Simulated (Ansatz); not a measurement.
# SbAs (model cell, started as CsCl type): following an unstable mode

Aim: this structure of SbAs (model cell, started as CsCl type) is to be tested for unstable modes, and one is followed downhill.

Main program and level: Ansatz 0.2.0; DFT PBEsol, scalar-relativistic, plane waves, PAW.

The structure was built from a prototype and need not be the compound's stable phase.

## Step 1: The structure

It takes space group Pm-3m (No. 221, cubic). Conventional cell: a = 3.525 Å, b = 3.525 Å, c = 3.525 Å, α = 90.00°, β = 90.00°, γ = 90.00°. Sb has 8 As at 3.05 Å nearest. As has 8 Sb at 3.05 Å nearest. Farther neighbours are not listed.

## Step 2: Response at finite wavevector

The cell comes from relaxations at this level that are not shown. Stability and thermal properties need the whole zone. Linear response on a 4×4×4 q mesh gives force constants as far as a supercell of that size would.

The input, input.yaml:

```yaml
crystal:
  lattice:
    - [3.5245974121, 0.0, 0.0]
    - [0.0, 3.5245974121, 0.0]
    - [0.0, 0.0, 3.5245974121]
  atoms:
    - { symbol: Sb, position: [0.0, 0.0, 0.0] }
    - { symbol: As, position: [0.5, 0.5, 0.5] }
kpoints:
  mp_grid: { grid: [12, 12, 12] }
hamiltonian:
  xc: pbesol
scf:
  occupations: { method: methfessel_paxton, width: 0.15 }
output:
  eigenvalues: true
phonons:
  method: dfpt
  qmesh: [4, 4, 4]
  temperatures: { t_max: 1000, t_step: 50 }
  qpath:
    path:
      - [[0.0, 0.0, 0.0], [0.0, 0.5, 0.0], [0.5, 0.5, 0.0], [0.0, 0.0, 0.0], [0.5, 0.5, 0.5], [0.0, 0.5, 0.0]]
      - [[0.5, 0.5, 0.5], [0.5, 0.5, 0.0]]
    npoints: 10
```

On the command line:

```bash
ansatz run input.yaml --threads 4 --pin off --max-ram 7168MiB --backend cpu --events-out ev --progress --plain --runs-dir out
```

Numbers of over 12 decimals in the logs are rounded to 6 here.

What it wrote:

```text
Engine: ansatz 0.2.0, x86_64-unknown-linux-gnu
Pseudopotentials: kind: paw
Pseudopotential: Sb, paw, valence charge 15, recommended cutoff 420 eV (normal), Sb.paw.azcp
Pseudopotential: As, paw, valence charge 15, recommended cutoff 420 eV (normal), As.paw.azcp
Functional definition: PBEsol
  exchange = pbesol_x
  correlation = pbesol_c
Crystal: 2 atoms, lattice volume = 43.785 Å³
Basis set: ecut = 420 eV, 847 PW (Γ), exchange–correlation on 48×48×48 points (8 copies of the dense FFT grid, shifted against one another)
Bands: 19, of which v1, the nominal top of the filled ones, is band 15 counted from 1 (14 counted from 0)
Symmetry: 48 space group operations
k-points: 84 of 1728
Non-local potential: Sb, projectors of the file, l = 0: 2, l = 1: 2, l = 2: 2, l = 3: 2
Non-local potential: As, projectors of the file, l = 0: 2, l = 1: 2, l = 2: 3, l = 3: 1
PAW form: soft (Blöchl's): semilocal exchange-correlation on the pseudo side does not see the compensation charge
PAW frozen core: Sb, regenerated for the run's functional, and the local potential with it (the file was generated under x = pbe(κ = 0.804, μ = 0.219515), c = pbe(β = 0.066725))
PAW frozen core: As, regenerated for the run's functional, and the local potential with it (the file was generated under x = pbe(κ = 0.804, μ = 0.219515), c = pbe(β = 0.066725))
PAW one-centre angular grid: Sb, 590 points (default); XC on 64 Gauss nodes
PAW one-centre angular grid: As, 590 points (default); XC on 64 Gauss nodes
Initial density: superposition of atomic densities (neutral atoms: chi_scale 0, normalization atom), corrected by the library's trained network
Initial wavefunctions: pseudopotential atomic-orbital guess
Functional: x = pbesol(κ = 0.804, μ = 0.123457), c = pbesol(β = 0.046)
SCF iter   1: F=—  HF=-11220.596305 eV  |F-HF|=—  |Δ(HF+E_count)|=         —  Δρ=4.15e-3  dr2=1.41e-2  ethr=1.77e-3  ⟨swp⟩=5.4  Hψ=7375  notcnv=0
preconditioner: auto → Kerker (q_TF=auto, 2.562 Å⁻¹)  [metal: Δε(μ)=0.029 eV  Ē_g=9.591 eV  σ=0.150 eV  W_gap=0.16  n_scr=18 (ndim 8)  ℏωp=17.7 eV  f_vac=0.000  D(μ)=1.02/eV (n_scr^D=6)]
SCF iter   2: F=—  HF=-11220.592263 eV  |F-HF|=—  |Δ(HF+E_count)|=   4.04e-3  S|Δr|=    0.00e0  Δρ=2.28e-3  dr2=3.70e-3  ethr=4.68e-5  ⟨swp⟩=1.5  Hψ=2320  notcnv=0
SCF iter   3: F=—  HF=-11220.591293 eV  |F-HF|=—  |Δ(HF+E_count)|=   9.70e-4  S|Δr|=    0.00e0  Δρ=5.01e-4  dr2=1.93e-4  ethr=1.23e-5  ⟨swp⟩=2.2  Hψ=2862  notcnv=0
SCF iter   4: F=—  HF=-11220.591221 eV  |F-HF|=—  |Δ(HF+E_count)|=   7.13e-5  S|Δr|=    0.00e0  Δρ=2.38e-4  dr2=1.17e-5  ethr=6.42e-7  ⟨swp⟩=2.0  Hψ=2857  notcnv=0
SCF iter   5: F=—  HF=-11220.591220 eV  |F-HF|=—  |Δ(HF+E_count)|=   1.06e-6  S|Δr|=    0.00e0  Δρ=7.99e-5  dr2=1.77e-6  ethr=3.90e-8  ⟨swp⟩=2.0  Hψ=2436  notcnv=0
SCF iter   6: F=—  HF=-11220.591220 eV  |F-HF|=—  |Δ(HF+E_count)|=   4.97e-7  S|Δr|=    0.00e0  Δρ=1.52e-5  dr2=1.05e-7  ethr=5.91e-9  ⟨swp⟩=2.0  Hψ=2438  notcnv=0
SCF iter   7: F=—  HF=-11220.591220 eV  |F-HF|=—  |Δ(HF+E_count)|=   3.43e-9  S|Δr|=    0.00e0  Δρ=5.49e-6  dr2=1.13e-8  ethr=3.51e-10  ⟨swp⟩=1.1  Hψ=1598  notcnv=0
SCF iter   8: F=—  HF=-11220.591220 eV  |F-HF|=—  |Δ(HF+E_count)|=  9.55e-10  S|Δr|=    0.00e0  Δρ=9.49e-7  dr2=2.20e-10  ethr=3.77e-11  ⟨swp⟩=2.3  Hψ=2784  notcnv=0
SCF iter   9: F=-11220.591220 eV  HF=-11220.591220 eV  |F-HF|=9.09e-12  |Δ(HF+E_count)|=  5.64e-11  S|Δr|=    0.00e0  Δρ=1.63e-7  dr2=6.39e-12  ethr=1.00e-12  ⟨swp⟩=4.5  Hψ=8104  notcnv=0
SCF 1 converged in 9 iterations: F = -11220.591220 eV  dr2 = 6.39e-12
  greatest PAW one-centre occupation: 0.999 electrons in one spin orbital (limit 2), on the As atom at site 1 (counted from 0), in its partial waves of l = 2
Initial density: read from a saved state, or passed on in memory by an earlier SCF of this step, an earlier step, the calling program or the single point that the run made first
iter 1 solved again at ethr=7.38e-8 eV; its pass at ethr=3.10e-3 eV (dr2=2.22e-5 eV) is discarded
SCF iter   1: F=—  HF=-11220.591219 eV  |F-HF|=—  |Δ(HF+E_count)|=         —  Δρ=5.82e-7  dr2=6.15e-11  ethr=7.38e-8  ⟨swp⟩=2.8  Hψ=11138  notcnv=0
eigensolver tolerance schedule: the retry pair's looser diagonalisation over-reported the residual by 360063.08 of it (diagonalisation noise at an unbounded share of the residual, at the tolerance the schedule requests for it); recorded, not acted on — ethr = c·dr2/N_el stays at c = 1.0e-1
preconditioner: auto → Resta (q_TF=auto, 2.562 Å⁻¹)  ε∞=4.4  [insulator: Δε(μ)=0.125 eV  Ē_g=9.592 eV  σ=0.150 eV  W_gap=0.51  n_scr=18 (ndim 8)  ℏωp=17.7 eV  f_vac=0.000  D(μ)=1.08/eV (n_scr^D=6)  ε∞_Penn≈4.4]
SCF iter   2: F=—  HF=-11220.591220 eV  |F-HF|=—  |Δ(HF+E_count)|=   1.11e-6  S|Δr|=    0.00e0  Δρ=4.87e-7  dr2=4.53e-11  ethr=1.00e-12  ⟨swp⟩=3.6  Hψ=3895  notcnv=0
SCF iter   3: F=—  HF=-11220.591220 eV  |F-HF|=—  |Δ(HF+E_count)|=  2.18e-11  S|Δr|=    0.00e0  Δρ=3.26e-7  dr2=2.01e-11  ethr=1.00e-12  ⟨swp⟩=1.0  Hψ=1596  notcnv=0
SCF iter   4: F=-11220.591220 eV  HF=-11220.591220 eV  |F-HF|=5.46e-12  |Δ(HF+E_count)|=  1.09e-11  S|Δr|=    0.00e0  Δρ=1.03e-7  dr2=1.85e-12  ethr=1.00e-12  ⟨swp⟩=1.5  Hψ=3916  notcnv=0
SCF 2 converged in 4 iterations: F = -11220.591220 eV  dr2 = 1.85e-12
phonons: the bands overlap, so this run is a metal and interpolates without the dipole-dipole term. If the crystal is really an insulator or semiconductor, its LO-TO splitting is missing
NSCF: frozen V_eff on 84 k-points
NSCF: frozen V_eff on 196 k-points
DFPT response loops at q = (0, 0, 0) (fractional): preconditioner auto → Kerker (q_TF=auto, 2.562 Å⁻¹) (partly filled bands, converged f_vac=0.000); β = 1.00, the filter's whole step (`scf.mixing.beta` (0.50) is not read by the response loops under this deck's `scf.mixing.preconditioner`; to damp them name `kerker` or `kerker_dos`, under which they read `scf.mixing.beta`, and type it under 1.00, their step now; both keys bind the ground state too); Broyden in place of MSR1
NSCF: frozen V_eff on 1176 k-points
DFPT response loops at q = (0, 0, 0.25) (fractional): mixed as the last ones told, above
NSCF: frozen V_eff on 686 k-points
DFPT response loops at q = (0, 0, -0.5) (fractional): mixed as the last ones told, above
NSCF: frozen V_eff on 2016 k-points
DFPT response loops at q = (0, 0.25, 0.25) (fractional): mixed as the last ones told, above
NSCF: frozen V_eff on 1176 k-points
DFPT response loops at q = (0, 0.25, -0.5) (fractional): mixed as the last ones told, above
NSCF: frozen V_eff on 686 k-points
DFPT response loops at q = (0, -0.5, -0.5) (fractional): mixed as the last ones told, above
NSCF: frozen V_eff on 1872 k-points
DFPT response loops at q = (0.25, 0.25, 0.25) (fractional): mixed as the last ones told, above
NSCF: frozen V_eff on 2016 k-points
DFPT response loops at q = (0.25, 0.25, -0.5) (fractional): mixed as the last ones told, above
NSCF: frozen V_eff on 1176 k-points
DFPT response loops at q = (0.25, -0.5, -0.5) (fractional): mixed as the last ones told, above
NSCF: frozen V_eff on 392 k-points
DFPT response loops at q = (-0.5, -0.5, -0.5) (fractional): mixed as the last ones told, above
SCF converged after 9 iterations
Stability not checked: this state was not tested for a lower state beside it, because cold or Methfessel-Paxton smearing, or corrected tetrahedra, fill the levels in a way that the test cannot read (fill_not_monotonic; see scf.lower_state_search)
Free energy (F): -11220.591220 eV
Harris-Foulkes:  -11220.591220 eV  (|F-HF|=9.09e-12)
Internal energy: -11220.591602 eV  (E = F + TS)
E sigma→0 (E₀):  -11220.591315 eV
Entropy (-TS):   0.000382 eV (0.191 meV/atom)
Fermi energy:    12.518310 eV
--- Per-component energies (eV) ---
  E_band       = -331.741138
  E_kinetic    = 310.405286
  E_local      = -2847.625429  (includes V_loc(G=0)·N_el)
  E_nonlocal   = -305.201304
  E_hartree    = 1473.735829
  E_xc         = -217.061806
  E_vxc        = -176.916944  (∫ρ·V_xc dr)
  E_paw        = -6290.845206  (= ΣΔE_a)
  E_vpaw       = -259.874265  (= ΣTr[D̂ρ^β])
  E_aug_tail   = 0.000006  (compensation charges beyond the density's cutoff)
  E_ewald      = -3345.297265
  E_core_change = 1.298286  (= ΣΔE_core)
  E_smearing   = 0.000382  (= −TS)
  E_closure    = 0.000000  (closes the sum)
  Σ components = -11220.591220   (vs F -11220.591220, Δ=0.00e0)
--- Band table (eV; the first three rows and the last of 84) ---
  k-point 0: bands = [... 11 lower, 6.6076, 10.4033, 10.4033, 10.4033, 15.8568, 15.8568, 18.6991, 18.6991]
  k-point 1: bands = [... 11 lower, 6.3228, 10.3557, 10.4888, 10.4888, 15.9315, 16.3857, 18.3064, 18.4236]
  k-point 2: bands = [... 11 lower, 5.5537, 10.3763, 10.7434, 10.7434, 16.1555, 17.0148, 17.6838, 17.6838]
  k-point 83: bands = [... 11 lower, 5.2993, 9.4026, 9.4026, 9.4026, 9.5888, 9.5888, 9.5888, 28.6199]
--- Phonons (Γ-DFPT): 2 representative perturbations + reference (Σ response iterations 6) ---
  ASR residual: 7.353e-5 → 0.000e0 eV/Å²; symmetrization residual: 1.472e-5 eV/Å²
  ASR residual per site (eV/Å²): 1.65e-5 7.35e-5
  Γ frequencies (cm⁻¹): 0.00 0.00 0.00 22.26 22.26 22.26
--- Phonons (arbitrary-q DFPT): 10 irreducible q on the 4×4×4 mesh ---
  q = [0.0000, 0.0000, 0.0000] (star 1, of the zone-centre solve; hermiticity 3.48e-4, symmetrization 5.75e-10): -0.00 -0.00 0.00 22.26 22.26 22.26
  q = [0.0000, 0.0000, 0.2500] (star 6, 4 solved perturbations in 1848 linear systems a pass and spin channel, the states on 588 of 1728 k-point pairs; hermiticity 2.62e-5, symmetrization 1.38e-11): -18.38 -18.38 40.02 40.02 51.12 81.34
  q = [0.0000, 0.0000, -0.5000] (star 3, 4 solved perturbations in 1078 linear systems a pass and spin channel, the states on 343 of 1728 k-point pairs; hermiticity 4.50e-10, symmetrization 5.25e-10): 34.46 34.46 49.60 49.60 116.93 122.79
  q = [0.0000, 0.2500, 0.2500] (star 12, 4 solved perturbations in 3108 linear systems a pass and spin channel, the states on 1008 of 1728 k-point pairs; hermiticity 3.48e-5, symmetrization 2.62e-12): -36.14 -24.26 32.72 45.17 48.07 106.75
  q = [0.0000, 0.2500, -0.5000] (star 12, 6 solved perturbations on 588 of 1728 k-point pairs; hermiticity 1.06e-5, symmetrization 7.98e-8): -67.68 -34.52 53.75 55.64 96.40 101.28
  q = [0.0000, -0.5000, -0.5000] (star 3, 4 solved perturbations in 1078 linear systems a pass and spin channel, the states on 343 of 1728 k-point pairs; hermiticity 1.58e-5, symmetrization 3.14e-10): -100.26 -72.17 49.79 49.79 77.69 77.69
  q = [0.2500, 0.2500, 0.2500] (star 8, 2 solved perturbations on 936 of 1728 k-point pairs; hermiticity 1.97e-5, symmetrization 9.01e-12): 37.99 64.01 64.01 66.22 78.05 78.05
  q = [0.2500, 0.2500, -0.5000] (star 12, 4 solved perturbations in 3108 linear systems a pass and spin channel, the states on 1008 of 1728 k-point pairs; hermiticity 2.20e-5, symmetrization 6.76e-9): 35.48 46.75 75.20 90.58 94.36 96.33
  q = [0.2500, -0.5000, -0.5000] (star 6, 4 solved perturbations in 1848 linear systems a pass and spin channel, the states on 588 of 1728 k-point pairs; hermiticity 1.75e-5, symmetrization 2.11e-9): 44.09 57.65 72.22 72.22 81.65 81.65
  q = [-0.5000, -0.5000, -0.5000] (star 1, 2 solved perturbations on 196 of 1728 k-point pairs; hermiticity 1.89e-11, symmetrization 9.43e-12): 100.04 100.04 100.04 124.00 124.00 124.00
  sum rule: each row above includes the acoustic sum rule's correction from the zone centre's row sums; it moved no ω² by more than (0.52 cm⁻¹)²
  mesh force constants: q→R imaginary residual 1.42e-18; ASR residual 7.353e-5 → 0.000e0 eV/Å²; symmetrization residual 8.882e-16 eV/Å²
  interpolated dispersion: 62 rows × 6 modes
  density of states and harmonic sums: on the 20×20×20 q-mesh, interpolated from the force constants of a 4×4×4 supercell (no non-analytic term)
  largest difference from the sums on the solved wave vectors: F 4.20e-2 eV, S 4.52e-5 and C_V 4.91e-6 eV/K
  zero-point energy: 0.020215 eV/cell   skipped modes (ω ≤ 0): 293, of them read as no rigid motion or as one in doubt: 290 (1.041e0 modes/cell left out, lowest -100.26 cm⁻¹)   left out of the sums: 1.74e-1 of the cell's modes: C_V's classical limit lies that fraction below 3 k_B per atom; for a crystal, a wire or a layer, F and S can be off by more, and a phonons.interpolated_qmesh denser along its periods is the remedy for the sampling
```

The job ended after 7.6 min (4 threads of Intel Xeon 6975P-C (Granite Rapids), shared host; peak memory 2.4 GiB).

Numbers from this step:

```
volume per atom                                         : 21.89 Å³
gap on the k-mesh                                       : 0 eV
sum-rule residual before enforcement                    : 7.35e-5 eV/Å²
lowest frequency on the path                            : -100.3 cm⁻¹
point group                                             : m-3m
highest frequency on the path or at a solved wavevector : 124 cm⁻¹
highest optical mode at the zone centre (no LO-TO term) : 22.26 cm⁻¹
lowest optical zone-centre mode                         : 22.26 cm⁻¹
lowest mode on the q mesh (acoustic modes at Γ apart)   : -100.3 cm⁻¹
```

Frequencies (cm⁻¹) solved at each irreducible wavevector; negative means imaginary. Frequencies by wavevector, by row:

| q in reciprocal lattice units | star | mode 1 | mode 2 | mode 3 | mode 4 | mode 5 | mode 6 |
| --- | --- | --- | --- | --- | --- | --- | --- |
| 0 0 0 | 1 | 0 | 0 | 0 | 22.3 | 22.3 | 22.3 |
| 0 0 0.25 | 6 | -18.4 | -18.4 | 40 | 40 | 51.1 | 81.3 |
| 0 0 -0.5 | 3 | 34.5 | 34.5 | 49.6 | 49.6 | 116.9 | 122.8 |
| 0 0.25 0.25 | 12 | -36.1 | -24.3 | 32.7 | 45.2 | 48.1 | 106.8 |
| 0 0.25 -0.5 | 12 | -67.7 | -34.5 | 53.8 | 55.6 | 96.4 | 101.3 |
| 0 -0.5 -0.5 | 3 | -100.3 | -72.2 | 49.8 | 49.8 | 77.7 | 77.7 |
| 0.25 0.25 0.25 | 8 | 38 | 64 | 64 | 66.2 | 78 | 78 |
| 0.25 0.25 -0.5 | 12 | 35.5 | 46.8 | 75.2 | 90.6 | 94.4 | 96.3 |
| 0.25 -0.5 -0.5 | 6 | 44.1 | 57.6 | 72.2 | 72.2 | 81.7 | 81.7 |
| -0.5 -0.5 -0.5 | 1 | 100 | 100 | 100 | 124 | 124 | 124 |

Interpolated from a 4×4×4 q mesh. Phonon branches along the path, in cm⁻¹:

```csv
point,branch 1,branch 2,branch 3,branch 4,branch 5,branch 6
Γ,0,0,0,22,22,22
halfway,-18,-18,40,40,51,81
X,34,34,50,50,117,123
halfway,-68,-34,54,56,96,101
M,-100,-72,50,50,78,78
halfway,-36,-24,33,45,48,107
Γ,0,0,0,22,22,22
halfway,38,64,64,66,78,78
R,100,100,100,124,124,124
halfway,36,47,75,91,94,96
X,34,34,50,50,117,123
jump to R,100,100,100,124,124,124
halfway,44,58,72,72,82,82
M,-100,-72,50,50,78,78
```

The phonon branches as a text plot (rows in cm⁻¹):

```
    119 |      ***                           ****      ****
    110 |     **  **      ****              *    *    **
    101 |    *     *                     *** **********   **
     91 |     *     **   *    *             **  *****      **
     82 |   *        ****               *   *    *** *     ***
     73 |    *          **     *     *** ***      * **       ****
     63 |                 *         *   *  *       *  *     *
     54 |   *  **************   *      * **        *   ***   ****
     45 |  ****  **          **      ***            *  **    *
     35 | *    ***         *****   *    *           *   **
     26 |  *                    ********             * *
     17 |**       *            * *                    *
      7 |*    *                 *  *
     -2 |                         *
    -12 |  * *                 * *   **
    -21 |   *     **       ****     *
    -30 |                       *
    -40 |                 *  ***
    -49 |          **                                         *
    -58 |            *   * **                                  *
    -68 |             ***                                     * *
    -77 |           *     *
    -86 |            *   *                                     *
    -96 |             ***                                       *
         Γ      X      M          Γ            R        X|R     M
```

Symmetry leaves 10 wavevectors to solve. The lowest mode among them, the acoustic zeros apart, lies at q = (0, -0.5, -0.5) and is imaginary, 100.3i cm⁻¹, so the energy falls along it.

## Step 3: The mode frozen in, largest atomic shift 0 Å

The mode followed lies at q = (0, -0.5, -0.5) with frequency 72.2i cm⁻¹, one of the unstable modes though not the softest. At small amplitude the distorted cell has space group no. 129 by a symmetry search on the positions. The undistorted cell that holds it gives the zero of energy on the same k mesh.

System of this step: SbAs (model cell, started as CsCl type). Symmetry: Pm-3m, No. 221, cubic system. The conventional cell has a = 3.525 Å, b = 3.525 Å, c = 3.525 Å, α = 90.00°, β = 90.00°, γ = 90.00°. Nearest to Sb lie 8 As at 3.05 Å. Nearest to As lie 8 Sb at 3.05 Å. Farther neighbours are not listed.

The input, input.yaml:

```yaml
crystal:
  lattice:
    - [-3.5245974121, 0.0, 0.0]
    - [0.0, -3.5245974121, -3.5245974121]
    - [0.0, -3.5245974121, 3.5245974121]
  atoms:
    - { symbol: Sb, position: [1.0, 0.5, 0.5] }
    - { symbol: Sb, position: [1.0, 1.0, 1.0] }
    - { symbol: As, position: [0.5, 0.0, 0.5] }
    - { symbol: As, position: [0.5, 0.5, 0.0] }
kpoints:
  mp_grid: { grid: [10, 8, 8] }
hamiltonian:
  xc: pbesol
scf:
  occupations: { method: methfessel_paxton, width: 0.15 }
output:
  forces: true
  stress: true
  eigenvalues: true
```

What it wrote:

```text
[...]
Crystal: 4 atoms, lattice volume = 87.571 Å³
Basis set: ecut = 420 eV, 1719 PW (Γ), exchange–correlation on 48×72×72 points (8 copies of the dense FFT grid, shifted against one another)
Bands: 36, of which v1, the nominal top of the filled ones, is band 30 counted from 1 (29 counted from 0)
Symmetry: 32 space group operations
[...]
k-points: 90 of 640
[...]
k-point 0: bands = [... 26 lower, 10.4008, 10.4034, 10.4034, 13.6851, 15.4912, 15.8547, 15.8584, 16.7334, ... 2 higher]
  k-point 1: bands = [... 26 lower, 10.0839, 10.4967, 10.7362, 13.5917, 15.3569, 16.0757, 16.2273, 16.3255, ... 2 higher]
  k-point 2: bands = [... 26 lower, 9.3601, 10.7808, 11.4926, 13.2025, 15.2678, 15.2987, 16.2356, 16.8875, ... 2 higher]
  k-point 89: bands = [... 26 lower, 6.3461, 6.3461, 13.6928, 13.6928, 15.4895, 15.4895, 16.7280, 16.7280, ... 2 higher]
[key lines of the parts left out:]
SCF converged after 7 iterations
Free energy (F): -22441.166109 eV
Fermi energy:    12.507577 eV
P = ⅓ Tr σ = -0.0519 GPa (-0.519 kbar)
```

Wall time 4.5 s (4 threads); peak memory 0.56 GiB; 16 s of CPU time.

This step gave:

```
pressure                         : -0.05189 GPa
energy from the undistorted cell : 0 meV/atom
```

The run ends at a pressure of -0.05 GPa.

(Continued in part 2 of 2.)

[Logs are printed without paths, hosts, clocks, repeated set-up lines and the standing remarks that a program may print on its own settings, such as how far it seeks lower states.]

[Hosts, paths, dates, database ids (printed as entryN), source tags and the programs' standing remarks are cut or masked in the printed files.]
